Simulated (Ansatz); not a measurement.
# Is TiGeB in the AlB2 type a stable metal?

Question: is the lattice of TiGeB in the AlB2 type stable, and if so, what are its coupling constant and resistivity?

Calculated with Ansatz 0.2.0; DFT PBE, scalar-relativistic, plane waves, PAW; PAW set soft_1.

The structure was built from a prototype and need not be the compound's stable phase.

## 1. The starting structure

The structure is hexagonal, space group P-6m2 (No. 187). The conventional cell has a = 3.732 Å, b = 3.732 Å, c = 3.918 Å, α = 90.00°, β = 90.00°, γ = 120.00°. Ti has 6 Ge at 2.91 Å and 6 B at 2.91 Å nearest. Nearest to B lie 3 Ge at 2.15 Å and 6 Ti at 2.91 Å. Ge has 3 B at 2.15 Å and 6 Ti at 2.91 Å nearest. Farther neighbours are not listed.

Structure file:

```cif
data_structure
_symmetry_space_group_name_H-M 'P-6m2'
_symmetry_Int_Tables_number 187
_cell_length_a 3.7317
_cell_length_b 3.7317
_cell_length_c 3.9183
_cell_angle_alpha 90.000
_cell_angle_beta 90.000
_cell_angle_gamma 120.000
_cell_volume 47.25
loop_
_atom_site_label
_atom_site_type_symbol
_atom_site_symmetry_multiplicity
_atom_site_Wyckoff_symbol
_atom_site_fract_x
_atom_site_fract_y
_atom_site_fract_z
_atom_site_occupancy
Ti1 Ti 1 a 0.00000 0.00000 0.00000 1
B1 B 1 d 0.33333 0.66667 0.50000 1
Ge1 Ge 1 f 0.66667 0.33333 0.50000 1
```

## 2. Rough relaxation

The start is far from rest, so a relaxation with loose thresholds does the first part.

Input file input.yaml:

```yaml
crystal:
  lattice:
    - [3.73167, 0.0, 0.0]
    - [-1.86583, 3.23172, 0.0]
    - [0.0, 0.0, 3.91825]
  atoms:
    - { symbol: Ti, position: [0.0, 0.0, 0.0] }
    - { symbol: B, position: [0.33333333, 0.66666667, 0.5] }
    - { symbol: Ge, position: [0.66666667, 0.33333333, 0.5] }
kpoints:
  mp_grid: { grid: [6, 6, 6] }
hamiltonian:
  xc: pbe
  pseudopotentials: { kind: paw, azcp: { folder: soft_1 } }
scf:
  occupations: { method: gaussian, width: 0.1 }
output:
  forces: true
  stress: true
  eigenvalues: true
relax:
  adjacent_minimum: "off"
  f_tol: 0.05
  max_steps: 80
  cell: { stress_tol: 0.5 }
```

The run is started by

```
$ ansatz run input.yaml --threads 4 --pin off --max-ram 12288MiB --backend cpu --events-out ev --progress --plain --runs-dir out
```

Numbers of over 12 decimals in the logs are rounded to 6 here.

The program printed:

```text
The last accepted step is kept in <dir> (removed where the run ends without a failure and the disk answers)
Engine: ansatz 0.2.0, aarch64-unknown-linux-gnu
Pseudopotentials: kind: paw
Pseudopotential: Ti, paw, valence charge 12, recommended cutoff 420 eV (normal), soft_1/Ti.paw.azcp
Pseudopotential: B, paw, valence charge 3, recommended cutoff 420 eV (normal), soft_1/B.paw.azcp
Pseudopotential: Ge, paw, valence charge 14, recommended cutoff 420 eV (normal), soft_1/Ge.paw.azcp
Functional definition: PBE
  parameter kappa = 0.804
  parameter beta = 0.066725
  exchange = pbe_x(kappa = kappa, mu = beta*pi^2/3)
  correlation = pbe_c(beta = beta)
Crystal: 3 atoms, lattice volume = 47.253 Å³
Basis set: ecut = 420 eV, 925 PW (Γ), exchange–correlation on 50×50×54 points (8 copies of the dense FFT grid, shifted against one another)
Bands: 19, of which v1, the nominal top of the filled ones, is band 15 counted from 1 (14 counted from 0)
Symmetry: 12 space group operations
Space group: P-6m2 (ITA 187), of the structure as read, at distance tolerance 3.6e-5 Å
k-points: 28 of 216 (time reversal used)
Non-local potential: Ti, projectors of the file, l = 0: 3, l = 1: 2, l = 2: 3, l = 3: 1
Non-local potential: B, projectors of the file, l = 0: 2, l = 1: 2, l = 2: 1
Non-local potential: Ge, projectors of the file, l = 0: 2, l = 1: 2, l = 2: 3, l = 3: 1
PAW form: soft (Blöchl's): semilocal exchange-correlation on the pseudo side does not see the compensation charge
PAW one-centre angular grid: Ti, 590 points (default); XC on 64 Gauss nodes
PAW one-centre angular grid: B, 110 points (default); XC on 64 Gauss nodes
PAW one-centre angular grid: Ge, 590 points (default); XC on 64 Gauss nodes
Initial density: superposition of atomic densities (chi_scale 0.1, normalization cell, long waves kept (reshape's long-wave potential 0.00 eV rms))
Initial wavefunctions: pseudopotential atomic-orbital guess
Functional: x = pbe(κ = 0.804, μ = 0.219515), c = pbe(β = 0.066725)
SCF iter   1: F=—  HF=-6950.250097 eV  |F-HF|=—  |Δ(HF+E_count)|=         —  Δρ=3.91e-2  dr2=9.70e-1  ethr=3.10e-3  ⟨swp⟩=4.1  Hψ=2076  notcnv=0
preconditioner: auto → none  [metal: Δε(μ)=0.012 eV  Ē_g=14.444 eV  σ=0.100 eV  W_gap=0.07  n_scr=8 (ndim 8)  ℏωp=24.8 eV  f_vac=0.000  D(μ)=4.62/eV (n_scr^D=58)  sad-step TF]
SCF iter   2: F=—  HF=-6950.054793 eV  |F-HF|=—  |Δ(HF+E_count)|=   1.95e-1  Δρ=2.42e-2  dr2=3.37e-1  ethr=3.10e-3  ⟨swp⟩=2.9  Hψ=1075  notcnv=0  defer=4
SCF iter   3: F=—  HF=-6949.989923 eV  |F-HF|=—  |Δ(HF+E_count)|=   6.49e-2  Δρ=4.65e-3  dr2=9.37e-3  ethr=1.16e-3  ⟨swp⟩=2.0  Hψ=926  notcnv=0  defer=4
SCF iter   4: F=—  HF=-6949.981962 eV  |F-HF|=—  |Δ(HF+E_count)|=   7.96e-3  Δρ=1.37e-3  dr2=6.21e-4  ethr=3.23e-5  ⟨swp⟩=2.0  Hψ=924  notcnv=0  defer=4
SCF iter   5: F=—  HF=-6949.982406 eV  |F-HF|=—  |Δ(HF+E_count)|=   4.45e-4  Δρ=2.87e-4  dr2=3.02e-5  ethr=2.14e-6  ⟨swp⟩=2.0  Hψ=817  notcnv=0  defer=4
SCF iter   6: F=—  HF=-6949.982429 eV  |F-HF|=—  |Δ(HF+E_count)|=   2.30e-5  Δρ=1.16e-4  dr2=5.74e-6  ethr=1.04e-7  ⟨swp⟩=2.0  Hψ=832  notcnv=0  defer=4
SCF iter   7: F=—  HF=-6949.982427 eV  |F-HF|=—  |Δ(HF+E_count)|=   2.00e-6  Δρ=3.00e-5  dr2=3.07e-7  ethr=1.98e-8  ⟨swp⟩=2.1  Hψ=748  notcnv=0  defer=4
SCF iter   8: F=-6949.982427 eV  HF=-6949.982427 eV  |F-HF|=9.07e-10  |Δ(HF+E_count)|=   9.49e-8  Δρ=2.77e-6  dr2=2.11e-9  ethr=3.45e-10  ⟨swp⟩=5.0  Hψ=1791  notcnv=0
SCF 1 converged in 8 iterations: F = -6949.982427 eV  dr2 = 2.11e-9
  greatest PAW one-centre occupation: 0.999 electrons in one spin orbital (limit 2), on the Ti atom at site 0 (counted from 0), in its partial waves of l = 0
relax step   1: F+E_penalty+E_count = -6949.98242698 eV  Δ(F+E_penalty+E_count) = +0.000e0 eV  max|allowed force component| = 1.927e-16 eV/Å  Δτ_max = 0.0000 Å  P = -20.132 GPa  Ω = 47.253 Å³  (8 SCF iters, dr2 threshold 1.00e-7 eV, accepted)
Crystal: 3 atoms, lattice volume = 42.114 Å³
Basis set: ecut = 420 eV, 805 PW (Γ), exchange–correlation on 50×50×54 points (8 copies of the dense FFT grid, shifted against one another)
Initial density: handed on by an earlier stage of this run
Initial wavefunctions: those handed on with the density
iter 1 solved again at ethr=1.71e-4 eV; its pass at ethr=3.10e-3 eV (dr2=4.96e-2 eV) is discarded
SCF iter   1: F=—  HF=-6950.530451 eV  |F-HF|=—  |Δ(HF+E_count)|=         —  Δρ=8.83e-3  dr2=5.07e-2  ethr=1.71e-4  ⟨swp⟩=1.0  Hψ=2971  notcnv=0
preconditioner: auto → none  [metal: Δε(μ)=0.027 eV  Ē_g=16.120 eV  σ=0.100 eV  W_gap=0.15  n_scr=8 (ndim 8)  ℏωp=26.2 eV  f_vac=0.000  D(μ)=4.15/eV (n_scr^D=58)]
SCF iter   2: F=—  HF=-6950.518796 eV  |F-HF|=—  |Δ(HF+E_count)|=   1.17e-2  Δρ=2.37e-3  dr2=1.80e-3  ethr=1.71e-4  ⟨swp⟩=2.0  Hψ=783  notcnv=0
SCF iter   3: F=—  HF=-6950.518643 eV  |F-HF|=—  |Δ(HF+E_count)|=   1.52e-4  Δρ=8.28e-4  dr2=1.41e-4  ethr=6.22e-6  ⟨swp⟩=2.0  Hψ=805  notcnv=0
SCF iter   4: F=—  HF=-6950.518689 eV  |F-HF|=—  |Δ(HF+E_count)|=   4.57e-5  Δρ=3.24e-4  dr2=1.69e-5  ethr=4.86e-7  ⟨swp⟩=2.0  Hψ=806  notcnv=0
SCF iter   5: F=—  HF=-6950.518696 eV  |F-HF|=—  |Δ(HF+E_count)|=   7.29e-6  Δρ=5.49e-5  dr2=1.11e-6  ethr=5.84e-8  ⟨swp⟩=2.0  Hψ=776  notcnv=0
SCF iter   6: F=-6950.518696 eV  HF=-6950.518696 eV  |F-HF|=2.02e-8  |Δ(HF+E_count)|=   5.21e-8  Δρ=1.07e-5  dr2=3.26e-8  ethr=1.03e-9  ⟨swp⟩=5.0  Hψ=2125  notcnv=0
SCF 2 converged in 6 iterations: F = -6950.518696 eV  dr2 = 3.26e-8
relax step   2: F+E_penalty+E_count = -6950.51869629 eV  Δ(F+E_penalty+E_count) = -5.363e-1 eV  max|allowed force component| = 1.002e-16 eV/Å  Δτ_max = 0.0000 Å  P = -12.094 GPa  Ω = 42.114 Å³  energy of the carried Pulay correction = +2.256e-3 eV  (6 SCF iters, dr2 threshold 3.00e-7 eV, accepted)
Crystal: 3 atoms, lattice volume = 38.176 Å³
Basis set: ecut = 420 eV, 761 PW (Γ), exchange–correlation on 50×50×54 points (8 copies of the dense FFT grid, shifted against one another)
iter 1 solved again at ethr=8.01e-5 eV; its pass at ethr=3.10e-3 eV (dr2=2.32e-2 eV) is discarded
SCF iter   1: F=—  HF=-6950.725423 eV  |F-HF|=—  |Δ(HF+E_count)|=         —  Δρ=6.59e-3  dr2=2.38e-2  ethr=8.01e-5  ⟨swp⟩=1.1  Hψ=2979  notcnv=0
preconditioner: auto → none  [metal: Δε(μ)=0.055 eV  Ē_g=16.581 eV  σ=0.100 eV  W_gap=0.31  n_scr=8 (ndim 8)  ℏωp=27.5 eV  f_vac=0.000  D(μ)=2.44/eV (n_scr^D=20)]
SCF iter   2: F=—  HF=-6950.718578 eV  |F-HF|=—  |Δ(HF+E_count)|=   6.84e-3  Δρ=1.80e-3  dr2=6.50e-4  ethr=8.01e-5  ⟨swp⟩=2.0  Hψ=746  notcnv=0
SCF iter   3: F=—  HF=-6950.718561 eV  |F-HF|=—  |Δ(HF+E_count)|=   1.73e-5  Δρ=6.87e-4  dr2=8.64e-5  ethr=2.24e-6  ⟨swp⟩=2.2  Hψ=883  notcnv=0
SCF iter   4: F=—  HF=-6950.718618 eV  |F-HF|=—  |Δ(HF+E_count)|=   5.73e-5  Δρ=2.39e-4  dr2=8.14e-6  ethr=2.98e-7  ⟨swp⟩=2.0  Hψ=810  notcnv=0
SCF iter   5: F=—  HF=-6950.718625 eV  |F-HF|=—  |Δ(HF+E_count)|=   6.38e-6  Δρ=2.71e-5  dr2=3.02e-7  ethr=2.81e-8  ⟨swp⟩=2.0  Hψ=826  notcnv=0
SCF iter   6: F=-6950.718624 eV  HF=-6950.718624 eV  |F-HF|=8.30e-9  |Δ(HF+E_count)|=   1.98e-7  Δρ=7.76e-6  dr2=1.38e-8  ethr=1.03e-9  ⟨swp⟩=5.0  Hψ=2170  notcnv=0
SCF 3 converged in 6 iterations: F = -6950.718624 eV  dr2 = 1.38e-8
relax step   3: F+E_penalty+E_count = -6950.71862437 eV  Δ(F+E_penalty+E_count) = -1.999e-1 eV  max|allowed force component| = 1.835e-16 eV/Å  Δτ_max = 0.0000 Å  P = -1.522 GPa  Ω = 38.176 Å³  energy of the carried Pulay correction = +4.159e-3 eV  (6 SCF iters, dr2 threshold 3.00e-7 eV, accepted)
[...]
relax step   4: F+E_penalty+E_count = -6950.72753228 eV  Δ(F+E_penalty+E_count) = -8.908e-3 eV  max|allowed force component| = 1.018e-16 eV/Å  Δτ_max = 0.0000 Å  P = +0.747 GPa  Ω = 37.198 Å³  energy of the carried Pulay correction = +4.639e-3 eV  (6 SCF iters, dr2 threshold 3.00e-7 eV, accepted)
[...]
relax step   5: F+E_penalty+E_count = -6950.73082010 eV  Δ(F+E_penalty+E_count) = -3.288e-3 eV  max|allowed force component| = 9.252e-17 eV/Å  Δτ_max = 0.0000 Å  P = -0.069 GPa  Ω = 37.541 Å³  energy of the carried Pulay correction = +4.470e-3 eV  (6 SCF iters, dr2 threshold 3.00e-7 eV, accepted)
Basis set: ecut = 420 eV, 737 PW (Γ), exchange–correlation on 48×48×48 points (8 copies of the dense FFT grid, shifted against one another)
Initial wavefunctions: pseudopotential atomic-orbital guess (no wavefunctions were taken with the density)
iter 1 solved again at ethr=2.54e-8 eV; its pass at ethr=3.10e-3 eV (dr2=7.36e-6 eV) is discarded
SCF iter   1: F=—  HF=-6950.727511 eV  |F-HF|=—  |Δ(HF+E_count)|=         —  Δρ=2.49e-4  dr2=2.74e-6  ethr=2.54e-8  ⟨swp⟩=2.9  Hψ=3578  notcnv=0
preconditioner: auto → none  [metal: Δε(μ)=0.085 eV  Ē_g=16.769 eV  σ=0.100 eV  W_gap=0.43  n_scr=8 (ndim 8)  ℏωp=27.8 eV  f_vac=0.000  D(μ)=1.72/eV (n_scr^D=20)]
SCF iter   2: F=—  HF=-6950.727505 eV  |F-HF|=—  |Δ(HF+E_count)|=   6.43e-6  Δρ=1.34e-4  dr2=1.10e-6  ethr=9.45e-9  ⟨swp⟩=2.0  Hψ=881  notcnv=0
SCF iter   3: F=—  HF=-6950.727509 eV  |F-HF|=—  |Δ(HF+E_count)|=   3.96e-6  Δρ=2.45e-5  dr2=1.07e-7  ethr=3.81e-9  ⟨swp⟩=2.0  Hψ=907  notcnv=0
iter 4 did not close the SCF: its close was put off for the readings that it lacked (scf_convergence_deferred on its scf_iter line)
SCF iter   4: F=-6950.727509 eV  HF=-6950.727509 eV  |F-HF|=1.69e-9  |Δ(HF+E_count)|=   2.21e-9  Δρ=4.26e-6  dr2=2.85e-9  ethr=3.69e-10  ⟨swp⟩=2.0  Hψ=829  notcnv=0
iter 5 did not close the SCF: its close was put off for the readings that it lacked (scf_convergence_deferred on its scf_iter line)
SCF iter   5: F=-6950.727509 eV  HF=-6950.727509 eV  |F-HF|=2.26e-10  |Δ(HF+E_count)|=   2.13e-9  Δρ=1.31e-6  dr2=2.45e-10  ethr=9.84e-12  ⟨swp⟩=2.9  Hψ=980  notcnv=0
SCF iter   6: F=-6950.727509 eV  HF=-6950.727509 eV  |F-HF|=4.55e-12  |Δ(HF+E_count)|=  2.58e-10  Δρ=1.64e-7  dr2=7.75e-12  ethr=1.00e-12  ⟨swp⟩=1.0  Hψ=1609  notcnv=0
SCF 6 converged in 6 iterations: F = -6950.727509 eV  dr2 = 7.75e-12
relax step   6: F+E_penalty+E_count = -6950.72750884 eV  Δ(F+E_penalty+E_count) = +3.311e-3 eV  max|allowed force component| = 9.869e-17 eV/Å  Δτ_max = 0.0000 Å  P = -0.111 GPa  Ω = 37.541 Å³  stress off target by 2.41e-1 GPa  SCF on the basis re-selected at this cell (its energy is not comparable with the rows above)  (6 SCF iters)
basis re-selected at this cell: Δ(F+E_penalty+E_count) = +3.311e-3 eV, ΔP = -0.041 GPa vs the last step (what re-selecting the basis moved, of the pressure what is left beyond the Pulay correction that the steps carried, after the strain that the cell walked since its last selection, with what the two solves' SCF thresholds leave and, on support functions, any second-order correction that the steps lacked; it is no measure of the basis error at this ecutwfc). The dense FFT grid was sized anew with the basis: this SCF ran on 24×24×24 points, the steps before it on 25×25×27, so part of this shift can come from that change (see relax.cell in the input reference). [rest of the remark cut]
SCF converged after 6 iterations
Free energy (F): -6950.727509 eV
Harris-Foulkes:  -6950.727509 eV  (|F-HF|=4.55e-12)
Internal energy: -6950.718916 eV  (E = F + TS)
E sigma→0 (E₀):  -6950.723212 eV
Entropy (-TS):   -0.008593 eV (-2.864 meV/atom)
Fermi energy:    14.929364 eV
--- Per-component energies (eV) ---
  E_band       = -203.947199
  E_kinetic    = 424.663491
  E_local      = -2756.656424  (includes V_loc(G=0)·N_el)
  E_nonlocal   = 290.337064
  E_hartree    = 1280.365384
  E_xc         = -221.454860
  E_vxc        = -250.609683  (∫ρ·V_xc dr)
  E_paw        = -3136.526392  (= ΣΔE_a)
  E_vpaw       = -472.412316  (= ΣTr[D̂ρ^β])
  E_aug_tail   = -0.000065  (compensation charges beyond the density's cutoff)
  E_ewald      = -2831.447112
  E_smearing   = -0.008593  (= −TS)
  E_closure    = -0.000000  (closes the sum)
  Σ components = -6950.727509   (vs F -6950.727509, Δ=0.00e0)
--- Forces (eV/Å), atoms counted from 1 ---
  atom   1  Ti     0.00000000    -0.00000000     0.00000000
  atom   2  B     -0.00000000     0.00000000    -0.00000000
  atom   3  Ge     0.00000000    -0.00000000     0.00000000
  max |Σ_I F_I| component: 6.48e-17 eV/Å
--- Stress (GPa, compression-positive) ---
       -0.045863       0.000000       0.000000
        0.000000      -0.045863      -0.000000
        0.000000       0.000000      -0.240941
  P = ⅓ Tr σ = -0.1109 GPa (-1.109 kbar)
--- Band table (eV; the first three rows and the last of 28) ---
  k-point 0: bands = [... 11 lower, 11.2437, 12.2195, 12.7191, 15.4955, 15.4955, 15.9333, 16.5990, 16.5990]
  k-point 1: bands = [... 11 lower, 11.5012, 11.5012, 14.1305, 14.6247, 14.6247, 16.1724, 16.4950, 16.4950]
  k-point 2: bands = [... 11 lower, 12.2003, 12.2003, 13.7653, 13.7653, 15.3514, 15.3862, 15.3862, 16.8668]
  k-point 27: bands = [... 11 lower, 8.5005, 10.5461, 11.1339, 16.1739, 16.6139, 16.8494, 16.9259, 17.2453]
--- Relaxed structure (5 steps of the walk, 5 accepted, 1 SCFs on fresh bases) ---
  F+E_penalty+E_count = -6950.72750884 eV   max|allowed force component| = 9.869e-17 eV/Å   (the final SCF, on the basis selected at the relaxed cell)
  cell:  # Å, volume = 37.5411 Å³
    - [3.542650, -2.740529210512207e-6, -1.1679204122553806e-17]
    - [-1.771323, 3.068026, 5.8395942368940146e-18]
    - [-1.2263155307030333e-17, 0, 3.453980]
  atoms:
    - { symbol: Ti, position: [0, 0, 0] }
    - { symbol: B, position: [0.333333, 0.666667, 0.500000] }
    - { symbol: Ge, position: [0.666667, 0.333333, 0.500000] }
```

Elapsed: 4.2 s, on 4 threads of Arm Neoverse V2, shared host; peak memory 0.44 GiB.

The steps of the relaxation:

| step | energy less that of the first step (eV) | largest force component (eV/Å) | pressure (GPa) | volume (Å³) |
| --- | --- | --- | --- | --- |
| 1 | 0.0000 | 0.0000 | -20.13 | 47.25 |
| 2 | -0.5363 | 0.0000 | -12.09 | 42.11 |
| 3 | -0.7362 | 0.0000 | -1.52 | 38.18 |
| 4 | -0.7451 | 0.0000 | 0.75 | 37.20 |
| 5 | -0.7484 | 0.0000 | -0.07 | 37.54 |
| 6* | -0.7451 | 0.0000 | -0.11 | 37.54 |

Relaxation steps marked * repeat the geometry before them on a plane-wave basis chosen anew for their cell, so energy and pressure can jump there.

The run keeps the 12 symmetry operations that it works with, so distortions that break them were not tested.

| conventional cell, symmetrised | before | after | change |
| --- | --- | --- | --- |
| a (Å) | 3.732 | 3.543 | -5.1 % |
| b (Å) | 3.732 | 3.543 | -5.1 % |
| c (Å) | 3.918 | 3.454 | -11.8 % |
| volume (Å³/atom) | 15.75 | 12.51 | -20.6 % |

The relaxed structure:

```xyz
3
Lattice="3.5426 0.0000 0.0000 -1.7713 3.0680 0.0000 0.0000 0.0000 3.4540" Properties=species:S:1:pos:R:3 pbc="T T T"
Ti    0.0000    0.0000    0.0000
B     0.0000    2.0453    1.7270
Ge    1.7713    1.0227    1.7270
```

Numbers from this step:

```yaml
pressure: -0.1109 GPa
volume_per_atom: 12.51 Å³/atom
metallic_on_mesh: yes
gap_on_the_k_mesh: 0 eV
```

The largest force is now zero by symmetry and the largest stress component 0.24 GPa.

## 3. Relaxation

The structure is brought to rest under this functional.

input.yaml, the sections that differ from step 2:

```yaml
crystal:
  lattice:
    - [3.5426497825, -2.7405e-06, 0.0]
    - [-1.7713225179, 3.0680260786, 0.0]
    - [0.0, 0.0, 3.4539803649]
  atoms:
    - { symbol: Ti, position: [0.0, 0.0, 0.0] }
    - { symbol: B, position: [0.3333333333, 0.6666666667, 0.5] }
    - { symbol: Ge, position: [0.6666666667, 0.3333333333, 0.5] }
kpoints:
  mp_grid: { grid: [9, 9, 8] }
relax:
  adjacent_minimum: "off"
  f_tol: 0.005
  max_steps: 80
  cell: { stress_tol: 0.05 }
# hamiltonian, scf, output: as in step 2
```

The program printed:

```text
[the first part of the log is left out]
  E_vxc        = -250.623057  (∫ρ·V_xc dr)
  E_paw        = -3136.523234  (= ΣΔE_a)
  E_vpaw       = -472.410637  (= ΣTr[D̂ρ^β])
  E_aug_tail   = -0.000065  (compensation charges beyond the density's cutoff)
  E_ewald      = -2830.837137
  E_smearing   = -0.009106  (= −TS)
  E_closure    = 0.000000  (closes the sum)
  Σ components = -6950.724460   (vs F -6950.724460, Δ=0.00e0)
[...]
--- Stress (GPa, compression-positive) ---
       -0.030448      -0.000000      -0.000000
        0.000000      -0.030448      -0.000000
       -0.000000      -0.000000      -0.014572
  P = ⅓ Tr σ = -0.0252 GPa (-0.252 kbar)
--- Band table (eV; the first three rows and the last of 60) ---
[...]
--- Relaxed structure (3 steps of the walk, 3 accepted, 1 SCFs on fresh bases) ---
[...]
cell:  # Å, volume = 37.5637 Å³
    - [3.539701, -2.738223336168191e-6, 0]
    - [-1.769848, 3.065473, 0]
    - [0, 0, 3.461823]
  atoms:
    - { symbol: Ti, position: [0, 0, 0] }
    - { symbol: B, position: [0.333333, 0.666667, 0.500000] }
    - { symbol: Ge, position: [0.666667, 0.333333, 0.500000] }
```

The job ended after 4.2 s (4 threads; peak memory 0.47 GiB).

Relaxation path:

| step | energy less that of the first step (eV) | largest force component (eV/Å) | pressure (GPa) | volume (Å³) |
| --- | --- | --- | --- | --- |
| 1 | 0.0000 | 0.0000 | -0.06 | 37.54 |
| 2 | -0.0001 | 0.0000 | -0.11 | 37.59 |
| 3 | -0.0001 | 0.0000 | -0.03 | 37.56 |
| 4 | -0.0001 | 0.0000 | -0.03 | 37.56 |

The log counts 1 steps on a newly chosen plane-wave basis, not all of them marked here; energy and pressure can jump at such steps.

| conventional cell, symmetrised | before | after | change |
| --- | --- | --- | --- |
| a (Å) | 3.543 | 3.540 | -0.1 % |
| b (Å) | 3.543 | 3.540 | -0.1 % |
| c (Å) | 3.454 | 3.462 | +0.2 % |
| volume (Å³/atom) | 12.51 | 12.52 | +0.1 % |

Final coordinates:

```xyz
3
Lattice="3.5397 0.0000 0.0000 -1.7698 3.0655 0.0000 0.0000 0.0000 3.4618" Properties=species:S:1:pos:R:3 pbc="T T T"
Ti    0.0000    0.0000    0.0000
B     0.0000    2.0436    1.7309
Ge    1.7699    1.0218    1.7309
```

This step gave:

- pressure: -0.02516 GPa
- volume per atom: 12.52 Å³/atom

The largest force is now zero by symmetry and the largest stress component 0.030 GPa.

## 4. Tight relaxation

No force is left; the cell is relaxed once more with another smearing and tight thresholds.

input.yaml, the sections that differ from step 3:

```yaml
crystal:
  lattice:
    - [3.5397012307, -2.7382e-06, 0.0]
    - [-1.769848244, 3.0654725567, 0.0]
    - [0.0, 0.0, 3.4618228537]
  atoms:
    - { symbol: Ti, position: [0.0, 0.0, 0.0] }
    - { symbol: B, position: [0.3333333333, 0.6666666667, 0.5] }
    - { symbol: Ge, position: [0.6666666667, 0.3333333333, 0.5] }
scf:
  occupations: { method: methfessel_paxton, width: 0.2 }
relax:
  adjacent_minimum: "off"
  f_tol: 0.001
  max_steps: 60
  cell: { stress_tol: 0.01 }
# kpoints, hamiltonian, output: as in step 3
```

The program printed:

```text
[the first part of the log is left out]
  E_vxc        = -250.635127  (∫ρ·V_xc dr)
  E_paw        = -3136.530012  (= ΣΔE_a)
  E_vpaw       = -472.422315  (= ΣTr[D̂ρ^β])
  E_aug_tail   = -0.000065  (compensation charges beyond the density's cutoff)
  E_ewald      = -2831.188565
  E_smearing   = 0.000670  (= −TS)
  E_closure    = 0.000000  (closes the sum)
  Σ components = -6950.719046   (vs F -6950.719046, Δ=0.00e0)
[...]
--- Stress (GPa, compression-positive) ---
       -0.000316       0.000000      -0.000000
        0.000000      -0.000316      -0.000000
       -0.000000      -0.000000      -0.002057
  P = ⅓ Tr σ = -0.0009 GPa (-0.009 kbar)
--- Band table (eV; the first three rows and the last of 60) ---
[...]
--- Relaxed structure (3 steps of the walk, 3 accepted, 1 SCFs on fresh bases) ---
[...]
cell:  # Å, volume = 37.5496 Å³
    - [3.539008, -2.737662922359482e-6, 0.0]
    - [-1.769501, 3.064872, 0.0]
    - [0.0, 0.0, 3.461880]
  atoms:
    - { symbol: Ti, position: [0, 0, 0.0] }
    - { symbol: B, position: [0.333333, 0.666667, 0.5] }
    - { symbol: Ge, position: [0.666667, 0.333333, 0.5] }
```

Run time: 3.7 s. Hardware: 4 threads; peak memory 0.47 GiB; 13 s of CPU time.

Little changed from the start: no atom moved by 0.005 Å and no cell edge by 0.1 %.

This step gave:

- pressure: -8.96e-4 GPa

The largest force is now zero by symmetry and the largest stress component 0.0021 GPa, small enough for phonons.

(Continued in part 2 of 3.)

[Logs are printed without paths, hosts, clocks, repeated set-up lines and the standing remarks that a program may print on its own settings, such as how far it seeks lower states.]

[Hosts, paths, dates, database ids (printed as entryN), source tags and the programs' standing remarks are cut or masked in the printed files.]
